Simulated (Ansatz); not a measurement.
**KCr2Se4, from a guessed structure to a relaxed one**

This structure for KCr2Se4 is made up. Its elements were placed in a known structure type with a cell scaled to their sizes. What cell does the guess relax to, and how far off was it?

Calculated with Ansatz 0.2.0; DFT, PBE, plane-wave PAW, files of the set soft_1, scalar-relativistic, ferromagnetic start, cell and ions relaxed at zero pressure; PAW set soft_1.

### Step 1. The structure

Symmetry: P-6m2, No. 187, hexagonal system. The conventional cell has a = 3.696 Å, b = 3.696 Å, c = 15.014 Å, α = 90.00°, β = 90.00°, γ = 120.00°. Se has 3 Cr at 2.39 Å nearest. Nearest to Se lie 3 Cr at 2.58 Å and 3 K at 3.18 Å. Nearest to Cr lie 6 Se at 2.39 to 2.58 Å. Nearest to K lie 6 Se at 3.18 Å. Farther neighbours and most contacts between anions are not listed.

### Step 2. Relaxation of the guess

The guessed cell has no reason to be at equilibrium. It is relaxed with the atoms, within the space group of the guess.

input.yaml

```yaml
crystal:
  lattice:
    - [3.696, 0.0, 0.0]
    - [-1.848, 3.200829892, 0.0]
    - [0.0, 0.0, 15.014]
  atoms:
    - { symbol: Se, position: [0.0, 0.0, 0.3265] }
    - { symbol: Se, position: [0.666666667, 0.333333333, 0.1573] }
    - { symbol: Se, position: [0.666666667, 0.333333333, 0.8427] }
    - { symbol: Se, position: [0.0, 0.0, 0.6735] }
    - { symbol: Cr, position: [0.333333333, 0.666666667, 0.2542], spin: 3.0 }
    - { symbol: Cr, position: [0.333333333, 0.666666667, 0.7458], spin: 3.0 }
    - { symbol: K, position: [0.0, 0.0, 0.0] }
magnetization:
  spin_polarized: true
kpoints:
  mp_grid: { grid: [8, 8, 2] }
scf:
  occupations: { method: fermi_dirac, width: 0.05 }
hamiltonian:
  xc: pbe
  pseudopotentials: { kind: paw, azcp: { folder: soft_1 } }
relax:
  f_tol: 0.015
  max_steps: 70
  cell: {}
output:
  forces: true
  stress: true
```

On the command line:

```bash
$ ansatz run input.yaml --threads 4 --pin off --max-ram 10240MiB --backend cpu --events-out ev --progress --plain --runs-dir out
```

Numbers of over 12 decimals in the logs are rounded to 6 here.

Output:

```text
Engine: ansatz 0.2.0, aarch64-unknown-linux-gnu
Pseudopotentials: kind: paw
Pseudopotential: Se, paw, valence charge 16, recommended cutoff 420 eV (normal), soft_1/Se.paw.azcp
Pseudopotential: Cr, paw, valence charge 14, recommended cutoff 420 eV (normal), soft_1/Cr.paw.azcp
Pseudopotential: K, paw, valence charge 9, recommended cutoff 420 eV (normal), soft_1/K.paw.azcp
Functional definition: PBE
  parameter kappa = 0.804
  parameter beta = 0.066725
  exchange = pbe_x(kappa = kappa, mu = beta*pi^2/3)
  correlation = pbe_c(beta = beta)
Crystal: 7 atoms, lattice volume = 177.620 Å³
Basis set: ecut = 420 eV, 3447 PW (Γ), exchange–correlation on 50×50×216 points (8 copies of the dense FFT grid, shifted against one another)
Bands: 65, of which v1, the nominal top of the filled ones, is band 51 counted from 1 (50 counted from 0)
Symmetry: 12 space group operations
Space group: P-6m2 (ITA 187), of the structure as read, at distance tolerance 5.6e-5 Å
Magnetic group: BNS 187.209 (UNI 1439), of the structure as read, at distance tolerance 5.6e-5 Å
k-points: 20 of 128 (time reversal used)
Non-local potential: Se, projectors of the file, l = 0: 2, l = 1: 2, l = 2: 3, l = 3: 1
Non-local potential: Cr, projectors of the file, l = 0: 3, l = 1: 2, l = 2: 3, l = 3: 1
Non-local potential: K, projectors of the file, l = 0: 3, l = 1: 2, l = 2: 2
PAW form: soft (Blöchl's): semilocal exchange-correlation on the pseudo side does not see the compensation charge
PAW one-centre angular grid: Se, 590 points (default); XC on 64 Gauss nodes
PAW one-centre angular grid: Cr, 590 points (default); XC on 64 Gauss nodes
PAW one-centre angular grid: K, 110 points (default); XC on 64 Gauss nodes
Initial density: superposition of atomic densities (chi_scale 0.1, normalization cell, long waves of neutral atoms (reshape's long-wave potential 2.50 eV rms, cloud 3.23 Å wide))
Starting moments: Σ|m| = 6 μB on 2 of 7 sites
Initial wavefunctions: pseudopotential atomic-orbital guess
Functional: x = pbe(κ = 0.804, μ = 0.219515), c = pbe(β = 0.066725)
SCF iter   1: F=—  HF=-30175.386014 eV  |F-HF|=—  |Δ(HF+E_count)|=         —  Δρ=2.66e-2 (↑2.66e-2 ↓2.09e-2)  dr2=1.05e1  dr2_m=2.64e-1  M=5.019 μB ∫|m|=6.175 μB  β_m=0.30  ethr=3.10e-3  ⟨swp⟩=9.0  Hψ=10950  notcnv=0  defer=7
Mixer restart at iter 1: flushing history
preconditioner: auto → none  [metal: Δε(μ)=0.098 eV  Ē_g=9.684 eV  σ=0.050 eV  W_gap=0.45  n_scr=52 (ndim 8)  ℏωp=18.3 eV  f_vac=0.170  D(μ)=2.22/eV (n_scr^D=6)  sad-step TF]
SCF iter   2: F=—  HF=-30174.681927 eV  |F-HF|=—  |Δ(HF+E_count)|=   7.04e-1  Δρ=1.94e-2 (↑1.94e-2 ↓1.59e-2)  dr2=7.11e0  dr2_m=1.45e-1  M=5.018 μB ∫|m|=6.223 μB  β_m=0.58  ethr=3.10e-3  ⟨swp⟩=2.0  Hψ=3347  notcnv=0  defer=217
SCF iter   3: F=—  HF=-30175.708869 eV  |F-HF|=—  |Δ(HF+E_count)|=    1.03e0  Δρ=1.90e-2 (↑1.90e-2 ↓1.08e-2)  dr2=1.98e1  dr2_m=5.81e-2  M=5.171 μB ∫|m|=6.542 μB  β_m=0.41  ethr=3.10e-3  ⟨swp⟩=4.6  Hψ=6343  notcnv=0  defer=224  recentre
SCF iter   4: F=—  HF=-30173.893834 eV  |F-HF|=—  |Δ(HF+E_count)|=    1.82e0  Δρ=8.97e-3 (↑8.97e-3 ↓7.02e-3)  dr2=2.63e0  dr2_m=2.95e-2  M=5.004 μB ∫|m|=6.358 μB  β_m=0.32  ethr=3.10e-3  ⟨swp⟩=3.7  Hψ=4135  notcnv=0  defer=236
SCF iter   5: F=—  HF=-30173.637541 eV  |F-HF|=—  |Δ(HF+E_count)|=   2.56e-1  Δρ=2.80e-3 (↑2.39e-3 ↓2.80e-3)  dr2=9.44e-2  dr2_m=4.37e-3  M=5.021 μB ∫|m|=6.452 μB  β_m=0.41  ethr=2.61e-3  ⟨swp⟩=2.2  Hψ=3311  notcnv=0  defer=240
SCF iter   6: F=—  HF=-30173.675660 eV  |F-HF|=—  |Δ(HF+E_count)|=         —  Δρ=1.77e-3 (↑1.77e-3 ↓1.41e-3)  dr2=4.42e-3  dr2_m=3.55e-3  M=5.016 μB ∫|m|=6.570 μB  β_m=0.41  ethr=9.34e-5  ⟨swp⟩=2.3  Hψ=3463  notcnv=0  defer=240
SCF iter   7: F=—  HF=-30173.685387 eV  |F-HF|=—  |Δ(HF+E_count)|=   9.73e-3  Δρ=8.62e-4 (↑6.04e-4 ↓8.62e-4)  dr2=9.83e-4  dr2_m=7.30e-4  M=5.014 μB ∫|m|=6.574 μB  β_m=0.62  ethr=4.38e-6  ⟨swp⟩=2.0  Hψ=3561  notcnv=0  defer=240
SCF iter   8: F=—  HF=-30173.692356 eV  |F-HF|=—  |Δ(HF+E_count)|=   6.97e-3  Δρ=4.33e-4 (↑4.33e-4 ↓2.91e-4)  dr2=8.48e-4  dr2_m=1.75e-4  M=5.012 μB ∫|m|=6.583 μB  β_m=0.56  ethr=9.73e-7  ⟨swp⟩=2.5  Hψ=5052  notcnv=0  defer=240
SCF iter   9: F=—  HF=-30173.693377 eV  |F-HF|=—  |Δ(HF+E_count)|=   1.02e-3  Δρ=1.08e-4 (↑7.75e-5 ↓1.08e-4)  dr2=1.25e-4  dr2_m=4.16e-6  M=5.011 μB ∫|m|=6.583 μB  β_m=0.59  ethr=8.39e-7  ⟨swp⟩=2.0  Hψ=3285  notcnv=0  defer=240
SCF iter  10: F=—  HF=-30173.693719 eV  |F-HF|=—  |Δ(HF+E_count)|=   3.42e-4  Δρ=4.74e-5 (↑4.74e-5 ↓3.75e-5)  dr2=3.10e-5  dr2_m=7.91e-7  M=5.011 μB ∫|m|=6.584 μB  β_m=0.65  ethr=1.23e-7  ⟨swp⟩=2.0  Hψ=3760  notcnv=0  defer=240
SCF iter  11: F=—  HF=-30173.693881 eV  |F-HF|=—  |Δ(HF+E_count)|=   1.62e-4  Δρ=2.72e-5 (↑2.72e-5 ↓1.08e-5)  dr2=2.83e-6  dr2_m=2.76e-7  M=5.011 μB ∫|m|=6.584 μB  β_m=0.69  ethr=3.07e-8  ⟨swp⟩=2.4  Hψ=3770  notcnv=0  defer=240
SCF iter  12: F=—  HF=-30173.693891 eV  |F-HF|=—  |Δ(HF+E_count)|=   9.78e-6  Δρ=9.85e-6 (↑9.85e-6 ↓4.18e-6)  dr2=2.47e-7  dr2_m=6.84e-8  M=5.011 μB ∫|m|=6.583 μB  β_m=0.72  ethr=2.80e-9  ⟨swp⟩=2.5  Hψ=4742  notcnv=0  defer=240
SCF iter  13: F=—  HF=-30173.693891 eV  |F-HF|=—  |Δ(HF+E_count)|=   2.70e-7  Δρ=3.84e-6 (↑3.84e-6 ↓1.58e-6)  dr2=4.51e-8  dr2_m=8.89e-9  M=5.011 μB ∫|m|=6.583 μB  β_m=0.67  ethr=2.45e-10  ⟨swp⟩=2.1  Hψ=4164  notcnv=0  defer=240
SCF iter  14: F=-30173.693891 eV  HF=-30173.693891 eV  |F-HF|=2.43e-8  |Δ(HF+E_count)|=   2.14e-8  Δρ=1.73e-6 (↑1.73e-6 ↓1.13e-6)  dr2=2.63e-8  dr2_m=6.08e-10  M=5.011 μB ∫|m|=6.583 μB  ethr=4.47e-11  ⟨swp⟩=2.0  Hψ=8527  notcnv=0
SCF 1 converged in 14 iterations: F = -30173.693891 eV  dr2 = 2.63e-8
  greatest PAW one-centre occupation: 1.000 electrons in one spin orbital (limit 2), on the Cr atom at site 5 (counted from 0), in its partial waves of l = 0
relax step   1: F+E_penalty+E_count = -30173.69389117 eV  Δ(F+E_penalty+E_count) = +0.000e0 eV  max|allowed force component| = 1.348e0 eV/Å  Δτ_max = 0.0000 Å  P = +4.225 GPa  Ω = 177.620 Å³  (14 SCF iters, dr2 threshold 1.00e-7 eV, accepted)
Crystal: 7 atoms, lattice volume = 181.682 Å³
Basis set: ecut = 420 eV, 3567 PW (Γ), exchange–correlation on 50×50×216 points (8 copies of the dense FFT grid, shifted against one another)
Initial density: handed on by an earlier stage of this run
Starting moments: Σ|m| = 6 μB on 2 of 7 sites; this step starts from the density that it was given
Initial wavefunctions: those handed on with the density
iter 1 solved again at ethr=1.28e-4 eV; its pass at ethr=3.10e-3 eV (dr2=1.29e-1 eV) is discarded
[...]
iter 1 solved again at ethr=2.01e-7 eV; its pass at ethr=3.10e-3 eV (dr2=2.03e-4 eV) is discarded
SCF iter   1: F=—  HF=-30174.071490 eV  |F-HF|=—  |Δ(HF+E_count)|=         —  Δρ=3.98e-4 (↑3.98e-4 ↓3.16e-4)  dr2=4.45e-5  dr2_m=8.00e-6  M=5.433 μB ∫|m|=6.848 μB  β_m=0.65  ethr=2.01e-7  ⟨swp⟩=3.0  Hψ=15827  notcnv=0
preconditioner: auto → Kerker (q_TF=auto, 1.953 Å⁻¹)  [metal: Δε(μ)=0.020 eV  Ē_g=9.814 eV  σ=0.050 eV  W_gap=0.10  n_scr=14 (ndim 8)  ℏωp=19.1 eV  f_vac=0.096  D(μ)=3.03/eV (n_scr^D=6)]
spin=Collinear: Kerker preconditioning applied to the charge; magnetization (m = ρ↑ − ρ↓) channel mixes plain (no charge-response kernel on spin).
SCF iter   2: F=—  HF=-30174.082517 eV  |F-HF|=—  |Δ(HF+E_count)|=   1.10e-2  Δρ=1.38e-4 (↑1.38e-4 ↓1.13e-4)  dr2=3.70e-6  dr2_m=9.30e-7  M=5.434 μB ∫|m|=6.849 μB  β_m=0.58  ethr=4.41e-8  ⟨swp⟩=2.0  Hψ=3519  notcnv=0
SCF iter   3: F=—  HF=-30174.084060 eV  |F-HF|=—  |Δ(HF+E_count)|=   1.54e-3  Δρ=3.49e-5 (↑3.49e-5 ↓2.77e-5)  dr2=6.88e-7  dr2_m=9.21e-8  M=5.434 μB ∫|m|=6.849 μB  β_m=0.66  ethr=3.66e-9  ⟨swp⟩=2.0  Hψ=4579  notcnv=0
SCF iter   4: F=—  HF=-30174.084149 eV  |F-HF|=—  |Δ(HF+E_count)|=   8.92e-5  Δρ=1.69e-5 (↑1.69e-5 ↓1.07e-5)  dr2=1.12e-6  dr2_m=3.36e-8  M=5.434 μB ∫|m|=6.849 μB  β_m=0.83  ethr=6.81e-10  ⟨swp⟩=2.2  Hψ=3966  notcnv=0
SCF iter   5: F=—  HF=-30174.084159 eV  |F-HF|=—  |Δ(HF+E_count)|=   1.01e-5  Δρ=6.35e-6 (↑6.35e-6 ↓5.68e-6)  dr2=3.11e-7  dr2_m=6.65e-9  M=5.434 μB ∫|m|=6.849 μB  β_m=0.92  ethr=6.81e-10  ⟨swp⟩=2.1  Hψ=4634  notcnv=0
SCF iter   6: F=—  HF=-30174.084161 eV  |F-HF|=—  |Δ(HF+E_count)|=   1.56e-6  Δρ=2.20e-6 (↑2.20e-6 ↓1.13e-6)  dr2=4.23e-8  dr2_m=5.87e-10  M=5.434 μB ∫|m|=6.849 μB  β_m=0.87  ethr=3.08e-10  ⟨swp⟩=2.0  Hψ=3349  notcnv=0
SCF iter   7: F=—  HF=-30174.084161 eV  |F-HF|=—  |Δ(HF+E_count)|=   9.91e-9  Δρ=1.97e-6 (↑1.97e-6 ↓6.14e-7)  dr2=1.28e-8  dr2_m=9.44e-10  M=5.434 μB ∫|m|=6.849 μB  β_m=0.77  ethr=4.18e-11  ⟨swp⟩=2.0  Hψ=4629  notcnv=0
SCF iter   8: F=—  HF=-30174.084161 eV  |F-HF|=—  |Δ(HF+E_count)|=   7.40e-9  Δρ=4.72e-7 (↑4.72e-7 ↓2.24e-7)  dr2=4.01e-9  dr2_m=3.67e-11  M=5.434 μB ∫|m|=6.849 μB  β_m=0.86  ethr=1.26e-11  ⟨swp⟩=2.0  Hψ=4629  notcnv=0
SCF iter   9: F=—  HF=-30174.084244 eV  |F-HF|=—  |Δ(HF+E_count)|=   8.35e-5  Δρ=8.28e-7 (↑6.10e-7 ↓8.28e-7)  dr2=2.28e-9  dr2_m=3.18e-10  M=5.434 μB ∫|m|=6.849 μB  β_m=0.82  ethr=3.97e-12  ⟨swp⟩=3.1  Hψ=4998  notcnv=0
SCF iter  10: F=—  HF=-30174.084244 eV  |F-HF|=—  |Δ(HF+E_count)|=   1.92e-8  Δρ=5.80e-7 (↑4.79e-7 ↓5.80e-7)  dr2=1.08e-9  dr2_m=1.74e-10  M=5.434 μB ∫|m|=6.849 μB  β_m=0.91  ethr=2.26e-12  ⟨swp⟩=2.0  Hψ=3453  notcnv=0
SCF iter  11: F=—  HF=-30174.084244 eV  |F-HF|=—  |Δ(HF+E_count)|=   1.38e-8  Δρ=2.61e-7 (↑2.14e-7 ↓2.61e-7)  dr2=2.44e-10  dr2_m=3.09e-11  M=5.434 μB ∫|m|=6.849 μB  β_m=0.95  ethr=1.07e-12  ⟨swp⟩=2.2  Hψ=3494  notcnv=0
SCF iter  12: F=—  HF=-30174.084244 eV  |F-HF|=—  |Δ(HF+E_count)|=   3.40e-9  Δρ=5.86e-8 (↑4.25e-8 ↓5.86e-8)  dr2=1.89e-11  dr2_m=1.12e-12  M=5.434 μB ∫|m|=6.849 μB  β_m=0.98  ethr=1.00e-12  ⟨swp⟩=2.0  Hψ=3456  notcnv=0
SCF iter  13: F=-30174.084244 eV  HF=-30174.084244 eV  |F-HF|=6.18e-11  |Δ(HF+E_count)|=  1.64e-10  Δρ=1.11e-7 (↑1.11e-7 ↓5.10e-8)  dr2=5.90e-11  dr2_m=1.80e-12  M=5.434 μB ∫|m|=6.849 μB  ethr=1.00e-12  ⟨swp⟩=2.8  Hψ=8190  notcnv=0
SCF 14 converged in 13 iterations: F = -30174.084244 eV  dr2 = 5.90e-11
relax step  14: F+E_penalty+E_count = -30174.08424446 eV  Δ(F+E_penalty+E_count) = +1.585e-3 eV  max|allowed force component| = 8.970e-4 eV/Å  Δτ_max = 0.0000 Å  P = -0.004 GPa  Ω = 161.991 Å³  stress off target by 1.54e-2 GPa  SCF on the basis re-selected at this cell (its energy is not comparable with the rows above)  (13 SCF iters)
basis re-selected at this cell: Δ(F+E_penalty+E_count) = +1.585e-3 eV, ΔP = -0.000 GPa vs the last step (what re-selecting the basis moved, of the pressure what is left beyond the Pulay correction that the steps carried, after the strain that the cell walked since its last selection, with what the two solves' SCF thresholds leave and, on support functions, any second-order correction that the steps lacked; it is no measure of the basis error at this ecutwfc). The dense FFT grid was sized anew with the basis: this SCF ran on 27×27×90 points, the steps before it on 25×25×108, so part of this shift can come from that change (see relax.cell in the input reference). [rest of the remark cut]
an SCF from antiferromagnetic starting moments (0.00, 0.00, 0.00, 0.00, -3.00, 3.00, 0.00 Bohr magnetons, atom by atom) was not made, so that it is not known whether that order lies lower: the deck asks for what bars it, or types moments that do (magnetization.spin_polarized, in the input reference, names some of the keys), or the run goes by scf.lower_state_search: light, the default, which as a rule tries one only behind a close that has lost an order of both signs, or on which an open d or half-filled 4f shell of a PAW file has lost a moment that was set nearer to Hund's than to what is left; [rest of the remark cut]
SCF converged after 13 iterations
Magnetization: 5.4342 μB (53.2171 up, 47.7829 down)
Absolute magnetization: 6.8348 μB (∫|ρ↑−ρ↓|, with the PAW one-centre terms)
Spin contamination: 0.3653 ħ² per cell (⟨S²⟩ above its minimum at these occupations)
Per-site moments (μB) at R_I (Å): [(-0.164536, 1.038035), (-0.073867, 1.063056), (-0.073867, 1.063056), (-0.164536, 1.038035), (2.717215, 1.038035), (2.717215, 1.038035), (-0.00407637, 1.341767)]
Free energy (F): -30174.084244 eV
Harris-Foulkes:  -30174.084244 eV  (|F-HF|=6.18e-11)
Internal energy: -30174.060013 eV  (E = F + TS)
E sigma→0 (E₀):  -30174.072129 eV
Entropy (-TS):   -0.024232 eV (-3.462 meV/atom)
Fermi energy:    8.237189 eV
--- Per-component energies (eV) ---
  E_band       = -2166.821477
  E_kinetic    = 1298.124136
  E_local      = -16643.935944  (includes V_loc(G=0)·N_el)
  E_nonlocal   = -1310.279171
  E_hartree    = 8320.408528
  E_xc         = -705.515357
  E_vxc        = -818.961442  (∫ρ·V_xc dr)
  E_paw        = -11747.198439  (= ΣΔE_a)
  E_vpaw       = -1332.585814  (= ΣTr[D̂ρ^β])
  E_aug_tail   = 0.000201  (compensation charges beyond the density's cutoff)
  E_ewald      = -9385.663966
  E_smearing   = -0.024232  (= −TS)
  E_closure    = 0.000000  (closes the sum)
  Σ components = -30174.084244   (vs F -30174.084244, Δ=0.00e0)
--- Forces (eV/Å), atoms counted from 1 ---
  atom   1  Se    -0.00000000     0.00000000    -0.00023966
  atom   2  Se     0.00000000    -0.00000000     0.00089699
  atom   3  Se     0.00000000    -0.00000000    -0.00089699
  atom   4  Se    -0.00000000    -0.00000000     0.00023966
  atom   5  Cr    -0.00000000     0.00000000    -0.00049773
  atom   6  Cr    -0.00000000     0.00000000     0.00049773
  atom   7  K      0.00000000    -0.00000000     0.00000000
  max |Σ_I F_I| component: 5.03e-17 eV/Å
--- Stress (GPa, compression-positive) ---
        0.002303       0.000000       0.000000
        0.000000       0.002303      -0.000000
        0.000000      -0.000000      -0.015356
  P = ⅓ Tr σ = -0.0036 GPa (-0.036 kbar)
--- Relaxed structure (13 steps of the walk, 11 accepted, 1 SCFs on fresh bases) ---
  F+E_penalty+E_count = -30174.08424446 eV   max|allowed force component| = 8.970e-4 eV/Å   (the final SCF, on the basis selected at the relaxed cell)
  cell:  # Å, volume = 161.9909 Å³
    - [3.795595, 0, 0]
    - [-1.897797, 3.287081, -6.412939333205356e-18]
    - [0, -3.0080908511748004e-17, 12.983756]
  atoms:
    - { symbol: Se, position: [2.5331885461782526e-18, 5.066377092356501e-18, 0.384872] }
    - { symbol: Se, position: [0.666667, 0.333333, 0.185140] }
    - { symbol: Se, position: [0.666667, 0.333333, 0.814860] }
    - { symbol: Se, position: [-2.5331885461782144e-18, -5.06637709235643e-18, 0.615128] }
    - { symbol: Cr, position: [0.333333, 0.666667, 0.289594] }
    - { symbol: Cr, position: [0.333333, 0.666667, 0.710406] }
    - { symbol: K, position: [0, 0, 0] }
```

It took 2.9 min on 4 threads of Arm Neoverse V2, shared host; peak memory 0.75 GiB; 11 min of CPU time.

Step by step:

```tsv
step	energy less that of the first step (eV)	largest force component (eV/Å)	pressure (GPa)	volume (Å³)
1	0.0000	1.3480	4.22	177.62
2	-0.2862	0.4805	0.05	181.68
3	-0.3201	0.0801	-0.21	179.92
4	-0.3242	0.0291	-0.08	176.88
5	-0.3277	0.0561	0.09	174.71
6	-0.3458	0.1258	0.42	167.70
7	-0.3636	0.1295	0.79	161.53
8	-0.3221	0.5605	-1.39	165.75
9	-0.3810	0.1142	-0.10	163.13
10	-0.3882	0.1257	0.09	161.17
11	-0.3859	0.0218	-0.54	163.56
12	-0.3918	0.0224	0.00	161.98
13	-0.3919	0.0011	0.00	161.99
14*	-0.3904	0.0009	0.00	161.99
```

Relaxation steps marked * repeat the geometry before them on a plane-wave basis chosen anew for their cell, so energy and pressure can jump there. Relaxation steps 8, 11 were tried and not accepted.

The run keeps the 12 symmetry operations that it works with, so distortions that break them were not tested.

```tsv
cell as run	before	after	change
a (Å)	3.696	3.796	+2.7 %
b (Å)	3.696	3.796	+2.7 %
c (Å)	15.014	12.984	-13.5 %
volume (Å³/atom)	25.37	23.14	-8.8 %
```

The atoms that moved most (Å, as changes of fractional coordinates times the final cell):

```tsv
atom	dx	dy	dz	length
Se4	0.000	0.000	-0.758	0.758
Se1	0.000	0.000	0.758	0.758
Cr5	0.000	0.000	0.460	0.460
Cr6	0.000	0.000	-0.460	0.460
Se2	0.000	0.000	0.361	0.361
Se3	0.000	0.000	-0.361	0.361
```

Final coordinates:

```cif
data_structure
_symmetry_space_group_name_H-M 'P 1'
_symmetry_Int_Tables_number 1
_cell_length_a 3.7956
_cell_length_b 3.7956
_cell_length_c 12.9838
_cell_angle_alpha 90.000
_cell_angle_beta 90.000
_cell_angle_gamma 120.000
_cell_volume 161.99
loop_
_atom_site_label
_atom_site_type_symbol
_atom_site_fract_x
_atom_site_fract_y
_atom_site_fract_z
_atom_site_occupancy
Se1 Se 0.00000 0.00000 0.38487 1
Se2 Se 0.66667 0.33333 0.18514 1
Se3 Se 0.66667 0.33333 0.81486 1
Se4 Se 0.00000 0.00000 0.61513 1
Cr5 Cr 0.33333 0.66667 0.28959 1
Cr6 Cr 0.33333 0.66667 0.71041 1
K7 K 0.00000 0.00000 0.00000 1
```

This step gave:

```
free energy             : -30174.0842 eV
energy at zero smearing : -30174.0721 eV
smearing term TS        : 0.02423 eV
Fermi energy            : 8.237 eV
magnetization           : 5.434 μB
absolute magnetization  : 6.835 μB
site moments            : -0.1645, -0.07387, -0.07387, -0.1645, 2.717, 2.717, -0.004076 μB
electrons               : 101
symmetry operations     : 12
pressure                : -0.003583 GPa
```

Site moment by atom:

```tsv
atom	site moment (μB)
Se1	-0.16
Se2	-0.07
Se3	-0.07
Se4	-0.16
Cr5	2.72
Cr6	2.72
K7	0.00
```

The shortest distance of each pair, which need not be the same contact before and after:

```tsv
pair	guess (Å)	relaxed (Å)
Cr–Se	2.394	2.516
Se–Se	3.318	2.990
K–Se	3.183	3.253
Cr–Cr	3.696	3.796
K–K	3.696	3.796
```

The relaxation ends with a largest force component of 9.0e-4 eV/Å and a pressure of 0.00 GPa.

### Step 3. Results

| Quantity | Value |
| --- | --- |
| space group, relaxed | P-6m2 |
| conventional cell | a = 3.796, b = 3.796, c = 12.984 Å; α = 90.0°, β = 90.0°, γ = 120.0° |
| volume per atom | 23.14 Å³ (guess 25.37) |
| total moment | 5.43 μB in the cell of 7 atoms |

**Reading.** KCr2Se4 relaxes to P-6m2 with a = 3.796, b = 3.796 and c = 12.984 Å. The guessed volume was 10 % too large. The space group P-6m2 was held in the relaxation, so the end point is a stationary structure within it and may be a saddle against distortions or other arrangements. The input starts from parallel moments, and no other start was typed. Mesh and cutoff weren't tested. A vector of the cell changed its length by 14 %, more than the volume shows. No dispersion term is used, so weakly bound directions may come out too long. Nothing here tests whether the compound is stable against decomposition.

[Logs are printed without paths, hosts, clocks, repeated set-up lines and the standing remarks that a program may print on its own settings, such as how far it seeks lower states.]

[Hosts, paths, dates, database ids (printed as entryN), source tags and the programs' standing remarks are cut or masked in the printed files.]
